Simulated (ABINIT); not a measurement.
# A GW chain in ABINIT: CsCaF3 (Pm-3m), part 2 of 3

Aim: the G0W0 gap of CsCaF3 (Pm-3m) on LDA, step by step.

ABINIT 10.8.3; LDA and many-body steps on it, plane waves. Known limits of the many-body steps: not at the basis limit; no spin-orbit coupling; coarse k mesh.

So far. Step 2 (Ground state): The gap is indirect, with the least direct gap 0.02 eV higher.

**3. Bands along the symmetry lines**

Level of this step: DFT, LDA, plane waves, norm-conserving pseudopotentials (ABINIT).

Levels along a band path, at the cheap level, show where the edges lie and whether the meshes to come will hold them.

run.abi reads:

```
acell 3*1.0 Angstrom
rprim 
  4.520531030000 0.000000000000 0.000000000000
  0.000000000000 4.520531030000 0.000000000000
  0.000000000000 0.000000000000 4.520531030000
ntypat 3
znucl 55 20 9
natom 5
typat 1 2 3 3 3
xred 
  0.000000000000 0.000000000000 0.000000000000
  0.500000000000 0.500000000000 0.500000000000
  0.000000000000 0.500000000000 0.500000000000
  0.500000000000 0.000000000000 0.500000000000
  0.500000000000 0.500000000000 0.000000000000
pp_dirpath "pseudos"
pseudos "Cs.upf, Ca.upf, F.upf"
ecut 36
iscf -2
irdden 1
kptopt 0
nkpt 50
kpt 
  0.00000000 0.00000000 0.00000000
  0.00000000 0.06250000 0.00000000
  0.00000000 0.12500000 0.00000000
  0.00000000 0.18750000 0.00000000
  0.00000000 0.25000000 0.00000000
  0.00000000 0.31250000 0.00000000
  0.00000000 0.37500000 0.00000000
  0.00000000 0.43750000 0.00000000
  0.00000000 0.50000000 0.00000000
  0.06250000 0.50000000 0.00000000
  0.12500000 0.50000000 0.00000000
  0.18750000 0.50000000 0.00000000
  0.25000000 0.50000000 0.00000000
  0.31250000 0.50000000 0.00000000
  0.37500000 0.50000000 0.00000000
  0.43750000 0.50000000 0.00000000
  0.50000000 0.50000000 0.00000000
  0.43750000 0.43750000 0.00000000
  0.37500000 0.37500000 0.00000000
  0.31250000 0.31250000 0.00000000
  0.25000000 0.25000000 0.00000000
  0.18750000 0.18750000 0.00000000
  0.12500000 0.12500000 0.00000000
  0.06250000 0.06250000 0.00000000
  0.00000000 0.00000000 0.00000000
  0.06250000 0.06250000 0.06250000
  0.12500000 0.12500000 0.12500000
  0.18750000 0.18750000 0.18750000
  0.25000000 0.25000000 0.25000000
  0.31250000 0.31250000 0.31250000
  0.37500000 0.37500000 0.37500000
  0.43750000 0.43750000 0.43750000
  0.50000000 0.50000000 0.50000000
  0.43750000 0.50000000 0.43750000
  0.37500000 0.50000000 0.37500000
  0.31250000 0.50000000 0.31250000
  0.25000000 0.50000000 0.25000000
  0.18750000 0.50000000 0.18750000
  0.12500000 0.50000000 0.12500000
  0.06250000 0.50000000 0.06250000
  0.00000000 0.50000000 0.00000000
  0.50000000 0.50000000 0.50000000
  0.50000000 0.50000000 0.43750000
  0.50000000 0.50000000 0.37500000
  0.50000000 0.50000000 0.31250000
  0.50000000 0.50000000 0.25000000
  0.50000000 0.50000000 0.18750000
  0.50000000 0.50000000 0.12500000
  0.50000000 0.50000000 0.06250000
  0.50000000 0.50000000 0.00000000
istwfk *1
nband 27
nbdbuf 2
tolwfr 1e-08
nstep 40
prtwf 0
prtvol 0
indata_prefix "in"
outdata_prefix "out"
tmpdata_prefix "tmp"
```

Run with:

```sh
$ OMP_NUM_THREADS=1 mpirun -n 4 abinit run.abi > log
```

Numbers of over 12 decimals in the logs are rounded to 6 here.

Output:

```text
.Version 10.8.3 of ABINIT. v10.8.2 released Aug 2026.

 Symmetries : space group Pm -3 m (#221); Bravais cP (primitive cubic)
[... echo of the input left out ...]
== DATASET  1 ==================================================================
-   mpi_nproc: 4, omp_nthreads: 1 (-1 if OMP is not activated)

--- !DatasetInfo
iteration_state: {dtset: 1, }
dimensions: {natom: 5, nkpt: 50, mband: 27, nsppol: 1, nspinor: 1, nspden: 1, mpw: 6488, }
cutoff_energies: {ecut:  36.0, pawecutdg:  -1.0, }
electrons: {nelect:   4.00000000E+01, charge:   0.00000000E+00, occopt:   1.00000000E+00, tsmear:   1.00000000E-02, }

 Real(R)+Recip(G) space primitive vectors, cartesian coordinates (Bohr,Bohr^-1):
 R(1)=  8.5425656  0.0000000  0.0000000  G(1)=  0.1170609  0.0000000  0.0000000
 R(2)=  0.0000000  8.5425656  0.0000000  G(2)=  0.0000000  0.1170609  0.0000000
 R(3)=  0.0000000  0.0000000  8.5425656  G(3)=  0.0000000  0.0000000  0.1170609
 Unit cell volume ucvol=  6.2339737E+02 bohr^3
 Angles (23,13,12)=  9.00000000E+01  9.00000000E+01  9.00000000E+01 degrees

 getcut: wavevector=  0.0000  0.0000  0.0000  ngfft=  48  48  48
         ecut(hartree)=     36.000   => boxcut(ratio)=   2.08035

--- Pseudopotential description ------------------------------------------------
- Cs Generated using ONCVPSP code by D. R. Hamann
- 55.00000   9.00000  201201                  znucl, zion, pspdat
12 -1012 3 -1 2328                            pspcod,pspxc,lmax,lloc,mmax
     nproj     2     2     2     2
  pspatm : epsatm=   21.68725381
         --- l  ekb(1:nproj) -->
             0    6.247599    0.778427
             1    6.343167    0.797067
             2    3.778962    0.917083
[...]
pspatm: atomic psp has been read  and splines computed

- Ca Generated using ONCVPSP code by D. R. Hamann
- 20.00000  10.00000  180309                  znucl, zion, pspdat
12 -1012 2 -1 1724                            pspcod,pspxc,lmax,lloc,mmax
     nproj     2     2     2     0
  pspatm : epsatm=   12.51424511
         --- l  ekb(1:nproj) -->
[...]
pspatm: atomic psp has been read  and splines computed

- F Generated using ONCVPSP code by D. R. Hamann
-  9.00000   7.00000  201202                  znucl, zion, pspdat
12 -1012 2 -1 824                             pspcod,pspxc,lmax,lloc,mmax
     nproj     2     2     1     0
  pspatm : epsatm=    4.94580260
         --- l  ekb(1:nproj) -->
[...]
2   -2.364936
 pspatm: atomic psp has been read  and splines computed

--------------------------------------------------------------------------------

================================================================================
 prteigrs : about to open file out_EIG
 Non-SCF case, kpt    1 (  0.00000  0.00000  0.00000), residuals and eigenvalues=
  5.19E-09  5.67E-09  5.90E-09  6.34E-09  7.77E-09  3.96E-09  5.82E-09  8.36E-09
[...]
Non-SCF case, kpt   49 (  0.50000  0.50000  0.06250), residuals and eigenvalues=
[...]
Non-SCF case, kpt   50 (  0.50000  0.50000  0.00000), residuals and eigenvalues=
[...]
-4.4337E-02 -4.1663E-02 -2.0831E-02 -2.0831E-02 -1.3248E-02 -7.8908E-04
 -7.8908E-04  5.2218E-03  3.2344E-01  3.3604E-01  3.3604E-01  3.4220E-01
[...]
--- !ResultsGS
iteration_state: {dtset: 1, }
comment   : Summary of ground state results
lattice_vectors:
- [  8.5425656,   0.0000000,   0.0000000, ]
- [  0.0000000,   8.5425656,   0.0000000, ]
- [  0.0000000,   0.0000000,   8.5425656, ]
lattice_lengths: [   8.54257,    8.54257,    8.54257, ]
lattice_angles: [ 90.000,  90.000,  90.000, ] # degrees, (23, 13, 12)
lattice_volume:   6.2339737E+02
convergence: {deltae:  0.000E+00, res2:  0.000E+00, residm:  9.991E-09, diffor:  0.000E+00, }
etotal    :  -1.36234858E+02
entropy   :   0.00000000E+00
fermie    :   5.59362094E-03
cartesian_stress_tensor: null
pressure_GPa: null
xred      :
- [  0.0000E+00,   0.0000E+00,   0.0000E+00, Cs]
- [  5.0000E-01,   5.0000E-01,   5.0000E-01, Ca]
- [  0.0000E+00,   5.0000E-01,   5.0000E-01,  F]
- [  5.0000E-01,   0.0000E+00,   5.0000E-01,  F]
- [  5.0000E-01,   5.0000E-01,   0.0000E+00,  F]
cartesian_forces: null
force_length_stats: {min: null, max: null, mean: null, }

 Integrated electronic density in atomic spheres:
 ------------------------------------------------
 Atom  Sphere_radius  Integrated_density
[...]
================================================================================

 ----iterations are completed or convergence reached----

 Mean square residual over all n,k,spin=   68.151E-10; max=  99.907E-10
 reduced coordinates (array xred) for    5 atoms
[...]
cartesian coordinates (angstrom) at end:
    1      0.000000     0.000000     0.000000
    2      2.260266     2.260266     2.260266
    3      0.000000     2.260266     2.260266
    4      2.260266     0.000000     2.260266
    5      2.260266     2.260266     0.000000
 length scales=  1.889726125908  1.889726125908  1.889726125908 bohr
              =  1.000000000000  1.000000000000  1.000000000000 angstroms
 prteigrs : about to open file out_EIG
 Eigenvalues (hartree) for nkpt=  50  k points:
 kpt#   1, nband= 27, wtk=  1.00000, kpt=  0.0000  0.0000  0.0000 (reduced coord)
[...]
kpt#   2, nband= 27, wtk=  1.00000, kpt=  0.0000  0.0625  0.0000 (reduced coord)
[...]
kpt#   3, nband= 27, wtk=  1.00000, kpt=  0.0000  0.1250  0.0000 (reduced coord)
[...]
kpt#  49, nband= 27, wtk=  1.00000, kpt=  0.5000  0.5000  0.0625 (reduced coord)
[...]
0.39612    0.43155    0.43473
 kpt#  50, nband= 27, wtk=  1.00000, kpt=  0.5000  0.5000  0.0000 (reduced coord)
[...]
-0.15460   -0.15460   -0.13421   -0.05435   -0.04434   -0.04166   -0.02083   -0.02083
  -0.01325   -0.00079   -0.00079    0.00522    0.32344    0.33604    0.33604    0.34220
   0.39512    0.42661    0.44642

== END DATASET(S) ==============================================================
================================================================================

 -outvars: echo values of variables after computation  --------
            nband          27
             nkpt          50
          spgroup         221
 [... the other variables as echoed above ...]

 Calculation completed.
```

Elapsed: 3.3 min, on 4 MPI ranks of AMD EPYC 7571, shared host; peak memory 0.44 GiB.

This step gave:

| Property | Result |
| --- | --- |
| gap | 6.840 eV |
| k of the valence top | 0.5, 0.5, 0.5 |
| k of the conduction bottom | 0, 0, 0 |
| least direct gap | 6.864 eV |

The gap is 6.840 eV, as in the run before at this level.

Electronic bands along the path, in eV, zero at the top of the highest filled band:

```tsv
point	band 17	band 18	band 19	band 20	band 21	band 22	band 23	band 24
Γ	-0.39	-0.02	-0.02	-0.02	6.84	8.03	8.03	8.40
halfway	-0.44	-0.41	-0.12	-0.12	7.67	8.47	8.59	8.86
X	-0.39	-0.39	-0.26	-0.26	8.54	8.84	9.02	9.48
halfway	-0.37	-0.37	-0.31	-0.10	8.92	8.96	9.18	9.19
M	-0.51	-0.17	-0.17	-0.01	8.65	8.99	8.99	9.16
halfway	-0.49	-0.31	-0.23	-0.07	8.28	8.71	8.88	9.13
Γ	-0.39	-0.02	-0.02	-0.02	6.84	8.03	8.03	8.40
halfway	-0.59	-0.20	-0.15	-0.15	8.81	8.97	8.97	9.22
R	-0.46	0.00	0.00	0.00	8.82	8.82	8.82	10.02
halfway	-0.51	-0.27	-0.14	-0.13	8.78	9.15	9.62	9.66
X	-0.39	-0.39	-0.26	-0.26	8.54	8.84	9.02	9.48
jump to R	-0.46	0.00	0.00	0.00	8.82	8.82	8.82	10.02
halfway	-0.55	-0.12	-0.12	-0.01	8.77	9.00	9.00	9.64
M	-0.51	-0.17	-0.17	-0.01	8.65	8.99	8.99	9.16
```

**4. Empty states on the mesh, 2×2×2 mesh, 89 bands**

The sums over transitions need many empty states on a uniform mesh; this step solves for them.

run.abi reads:

```
acell 3*1.0 Angstrom
rprim 
  4.520531030000 0.000000000000 0.000000000000
  0.000000000000 4.520531030000 0.000000000000
  0.000000000000 0.000000000000 4.520531030000
ntypat 3
znucl 55 20 9
natom 5
typat 1 2 3 3 3
xred 
  0.000000000000 0.000000000000 0.000000000000
  0.500000000000 0.500000000000 0.500000000000
  0.000000000000 0.500000000000 0.500000000000
  0.500000000000 0.000000000000 0.500000000000
  0.500000000000 0.500000000000 0.000000000000
pp_dirpath "pseudos"
pseudos "Cs.upf, Ca.upf, F.upf"
ecut 36
ngkpt 2 2 2
nshiftk 1
shiftk 0 0 0
kptopt 1
chksymbreak 0
iscf -2
irdden 1
istwfk *1
nband 89
nbdbuf 8
tolwfr 1e-09
nstep 60
prtvol 0
indata_prefix "in"
outdata_prefix "out"
tmpdata_prefix "tmp"
```

Output:

```text
.Version 10.8.3 of ABINIT. v10.8.2 released Aug 2026.

 Symmetries : space group Pm -3 m (#221); Bravais cP (primitive cubic)
[... echo of the input left out ...]
== DATASET  1 ==================================================================
-   mpi_nproc: 4, omp_nthreads: 1 (-1 if OMP is not activated)

--- !DatasetInfo
iteration_state: {dtset: 1, }
dimensions: {natom: 5, nkpt: 4, mband: 89, nsppol: 1, nspinor: 1, nspden: 1, mpw: 6488, }
cutoff_energies: {ecut:  36.0, pawecutdg:  -1.0, }
electrons: {nelect:   4.00000000E+01, charge:   0.00000000E+00, occopt:   1.00000000E+00, tsmear:   1.00000000E-02, }

 Real(R)+Recip(G) space primitive vectors, cartesian coordinates (Bohr,Bohr^-1):
 R(1)=  8.5425656  0.0000000  0.0000000  G(1)=  0.1170609  0.0000000  0.0000000
 R(2)=  0.0000000  8.5425656  0.0000000  G(2)=  0.0000000  0.1170609  0.0000000
 R(3)=  0.0000000  0.0000000  8.5425656  G(3)=  0.0000000  0.0000000  0.1170609
 Unit cell volume ucvol=  6.2339737E+02 bohr^3
 Angles (23,13,12)=  9.00000000E+01  9.00000000E+01  9.00000000E+01 degrees

 getcut: wavevector=  0.0000  0.0000  0.0000  ngfft=  48  48  48
         ecut(hartree)=     36.000   => boxcut(ratio)=   2.08035

--- Pseudopotential description ------------------------------------------------
- Cs Generated using ONCVPSP code by D. R. Hamann
- 55.00000   9.00000  201201                  znucl, zion, pspdat
12 -1012 3 -1 2328                            pspcod,pspxc,lmax,lloc,mmax
     nproj     2     2     2     2
  pspatm : epsatm=   21.68725381
         --- l  ekb(1:nproj) -->
             0    6.247599    0.778427
             1    6.343167    0.797067
             2    3.778962    0.917083
[...]
pspatm: atomic psp has been read  and splines computed

- Ca Generated using ONCVPSP code by D. R. Hamann
- 20.00000  10.00000  180309                  znucl, zion, pspdat
12 -1012 2 -1 1724                            pspcod,pspxc,lmax,lloc,mmax
     nproj     2     2     2     0
  pspatm : epsatm=   12.51424511
         --- l  ekb(1:nproj) -->
[...]
pspatm: atomic psp has been read  and splines computed

- F Generated using ONCVPSP code by D. R. Hamann
-  9.00000   7.00000  201202                  znucl, zion, pspdat
12 -1012 2 -1 824                             pspcod,pspxc,lmax,lloc,mmax
     nproj     2     2     1     0
  pspatm : epsatm=    4.94580260
         --- l  ekb(1:nproj) -->
[...]
2   -2.364936
 pspatm: atomic psp has been read  and splines computed

--------------------------------------------------------------------------------

================================================================================
 prteigrs : about to open file out_EIG
 Non-SCF case, kpt    1 (  0.00000  0.00000  0.00000), residuals and eigenvalues=
  3.67E-10  1.36E-10  1.36E-10  4.05E-10  3.45E-10  1.22E-10  2.01E-10  2.79E-10
  4.00E-10  6.80E-10  9.01E-10  2.46E-10  4.14E-10  8.30E-10  1.17E-10  2.95E-10
  6.27E-10  1.88E-10  6.64E-10  7.16E-10  7.72E-10  2.38E-10  7.29E-10  2.29E-10
[...]
6.02E-10
 -1.2865E+00 -6.8540E-01 -6.7683E-01 -6.7683E-01 -6.2360E-01 -6.0215E-01
 -6.0215E-01 -6.0215E-01 -1.4559E-01 -1.4559E-01 -1.4559E-01 -1.7416E-02
 -1.7416E-02 -1.7416E-02 -8.8119E-03 -8.8119E-03 -8.8119E-03  4.7082E-03
[...]
1.2759E+00  1.3331E+00  1.3331E+00  1.3331E+00  1.4307E+00  1.4307E+00
  1.4307E+00  1.4421E+00  1.4421E+00  1.4590E+00  1.4590E+00  1.4590E+00
  1.4727E+00  1.4727E+00  1.4727E+00  1.4819E+00  1.5173E+00
 prteigrs : prtvol=0 or 1, do not print more k-points.

--- !ResultsGS
iteration_state: {dtset: 1, }
comment   : Summary of ground state results
lattice_vectors:
- [  8.5425656,   0.0000000,   0.0000000, ]
- [  0.0000000,   8.5425656,   0.0000000, ]
- [  0.0000000,   0.0000000,   8.5425656, ]
lattice_lengths: [   8.54257,    8.54257,    8.54257, ]
lattice_angles: [ 90.000,  90.000,  90.000, ] # degrees, (23, 13, 12)
lattice_volume:   6.2339737E+02
convergence: {deltae:  0.000E+00, res2:  0.000E+00, residm:  9.943E-10, diffor:  0.000E+00, }
etotal    :  -1.36234858E+02
entropy   :   0.00000000E+00
fermie    :   5.59362094E-03
cartesian_stress_tensor: null
pressure_GPa: null
xred      :
- [  0.0000E+00,   0.0000E+00,   0.0000E+00, Cs]
- [  5.0000E-01,   5.0000E-01,   5.0000E-01, Ca]
- [  0.0000E+00,   5.0000E-01,   5.0000E-01,  F]
- [  5.0000E-01,   0.0000E+00,   5.0000E-01,  F]
- [  5.0000E-01,   5.0000E-01,   0.0000E+00,  F]
cartesian_forces: null
force_length_stats: {min: null, max: null, mean: null, }

 Integrated electronic density in atomic spheres:
 ------------------------------------------------
 Atom  Sphere_radius  Integrated_density
[...]
================================================================================

 ----iterations are completed or convergence reached----

 Mean square residual over all n,k,spin=   47.912E-11; max=  99.435E-11
 reduced coordinates (array xred) for    5 atoms
[...]
0.500000000000      0.000000000000      0.500000000000
       0.500000000000      0.500000000000      0.000000000000

 cartesian coordinates (angstrom) at end:
    1      0.000000     0.000000     0.000000
    2      2.260266     2.260266     2.260266
    3      0.000000     2.260266     2.260266
    4      2.260266     0.000000     2.260266
    5      2.260266     2.260266     0.000000
 length scales=  1.889726125908  1.889726125908  1.889726125908 bohr
              =  1.000000000000  1.000000000000  1.000000000000 angstroms
 prteigrs : about to open file out_EIG
 Eigenvalues (hartree) for nkpt=   4  k points:
 kpt#   1, nband= 89, wtk=  0.12500, kpt=  0.0000  0.0000  0.0000 (reduced coord)
[...]
1.27595    1.33309    1.33309    1.33309    1.43068    1.43068    1.43068    1.44212
   1.44212    1.45898    1.45898    1.45898    1.47270    1.47270    1.47270    1.48195
   1.51727
 prteigrs : prtvol=0 or 1, do not print more k-points.

== END DATASET(S) ==============================================================
================================================================================

 -outvars: echo values of variables after computation  --------
            nband          89
             nkpt           4
          spgroup         221
 [... the other variables as echoed above ...]

 Calculation completed.
```

It took 70 s on 4 MPI ranks; peak memory 0.37 GiB.

This step gave:

* gap: 6.840 eV
* k of the valence top: 0.5, 0.5, 0.5
* k of the conduction bottom: 0, 0, 0
* least direct gap: 6.864 eV
* k points computed: 4
* lowest point of the top converged band, above the valence top: 38.95 eV

On this mesh the gap is 6.840 eV.

**5. Screening, 2×2×2 mesh, 81 bands, screening to 106.1 eV**

The RPA dielectric matrix is built and inverted for each q.

This step: RPA screening on LDA, plane waves, norm-conserving pseudopotentials.

run.abi: that of step 4 with these lines changed.

```diff
@@ -23,10 +23,11 @@
 chksymbreak 0
-iscf -2
-irdden 1
 istwfk *1
-nband 89
-nbdbuf 8
-tolwfr 1e-09
-nstep 60
-prtvol 0
+occopt 1
+irdwfk 1
+optdriver 3
+nband 81
+ecuteps 3.9
+inclvkb 2
+awtr 1
+symchi 1
 indata_prefix "in"
```

Output:

```text
.Version 10.8.3 of ABINIT. v10.8.2 released Aug 2026.

 Symmetries : space group Pm -3 m (#221); Bravais cP (primitive cubic)
[... echo of the input left out ...]
== DATASET  1 ==================================================================
-   mpi_nproc: 4, omp_nthreads: 1 (-1 if OMP is not activated)

--- !DatasetInfo
iteration_state: {dtset: 1, }
dimensions: {natom: 5, nkpt: 4, mband: 81, nsppol: 1, nspinor: 1, nspden: 1, mpw: 6488, }
cutoff_energies: {ecut:  36.0, pawecutdg:  -1.0, }
electrons: {nelect:   4.00000000E+01, charge:   0.00000000E+00, occopt:   1.00000000E+00, tsmear:   1.00000000E-02, }

 SCREENING: Calculation of the susceptibility and dielectric matrices

 Based on a program developped by R.W. Godby, V. Olevano, G. Onida, and L. Reining.
 Incorporated in ABINIT by V. Olevano, G.-M. Rignanese, and M. Torrent.
.Using double precision arithmetic ; gwpc =  8

[... cell and pseudopotentials left out ...]
--------------------------------------------------------------------------------

 ==== K-mesh for the wavefunctions ====
 Number of points in the irreducible wedge :     4
[... list of points left out ...]
 Together with 48 symmetry operations and time-reversal symmetry
 yields     8 points in the full Brillouin Zone.

 ==== Q-mesh for the screening function ====
 Number of points in the irreducible wedge :     4
[... list of points left out ...]
 Together with 48 symmetry operations and time-reversal symmetry
 yields     8 points in the full Brillouin Zone.

 setmesh: FFT mesh size selected  =    32x   32x   32
          total number of points  =        32768

 vcoul_init : cutoff-mode = AUXILIARY_FUNCTION
 q-points for optical limit:   1
     1)      0.000010    0.000020    0.000030

- screening: taking advantage of time-reversal symmetry
- Maximum band index for partially occupied states nbvw = 20
- Remaining bands to be divided among processors   nbcw = 61
- Number of bands treated by each node ~15

 Number of electrons calculated from density =   40.0000; Expected =   40.0000
 average of density, n =  0.064165
 r_s =    1.5495
 omega_plasma =   24.4345 [eV]

 calculating chi0 at frequencies [eV] :
  1    0.000000E+00    0.000000E+00
  2    0.000000E+00    2.443448E+01

--------------------------------------------------------------------------------
  q-point number  1        q = ( 0.000000, 0.000000, 0.000000) [r.l.u.]
--------------------------------------------------------------------------------
[... chi0 elements left out ...]
 For q-point:  0.000010 0.000020 0.000030
  dielectric constant =   2.3854
  dielectric constant without local fields =   2.6395

  Average fulfillment of the sum rule on Im[epsilon] for q-point    1 :     41.24  [%]
[... wings left out ...]
  q-point number  2        q = ( 0.500000, 0.000000, 0.000000) [r.l.u.]
--------------------------------------------------------------------------------
[... chi0 elements left out ...]
  Average fulfillment of the sum rule on Im[epsilon] for q-point    2 :     49.79  [%]

 [... 2 further q-points ...]
```

It took 32 s on 4 MPI ranks; peak memory 0.91 GiB; 2.1 min of CPU time.

Numbers from this step:

| Quantity | Value |
| --- | --- |
| ε∞ with local fields, on this mesh, along the program's q direction | 2.385 |
| the same without local fields | 2.639 |
| plasma frequency | 24.43 eV |
| plane waves in the screening matrix | 251 |

Local fields lower ε∞ by 10 %. On a Γ-centred mesh this coarse the value itself is usually too large, while a short band sum pulls it down.

[end of part 2 of 3]

[Paths, hosts, dates, memory and timing lines, banners, echoed tables and standing remarks are left out of the program output.]

[Logs are printed without paths, hosts, clocks, repeated set-up lines and the standing remarks that a program may print on its own settings, such as how far it seeks lower states.]

[Runs of the session that timed out or met a known fault of the program may be left out.]

[Hosts, paths, dates, database ids (printed as entryN), source tags and the programs' standing remarks are cut or masked in the printed files.]

[G0W0 gaps are taken among the corrected bands and points alone; a level outside them can change the order at an edge.]

[Where Ansatz stands beside ABINIT at settings called matched, ABINIT's density can come from a denser mesh and the files from another edition; pairs whose starting gaps differed by over 0.03 eV were left out, so agreement reads better than it is.]
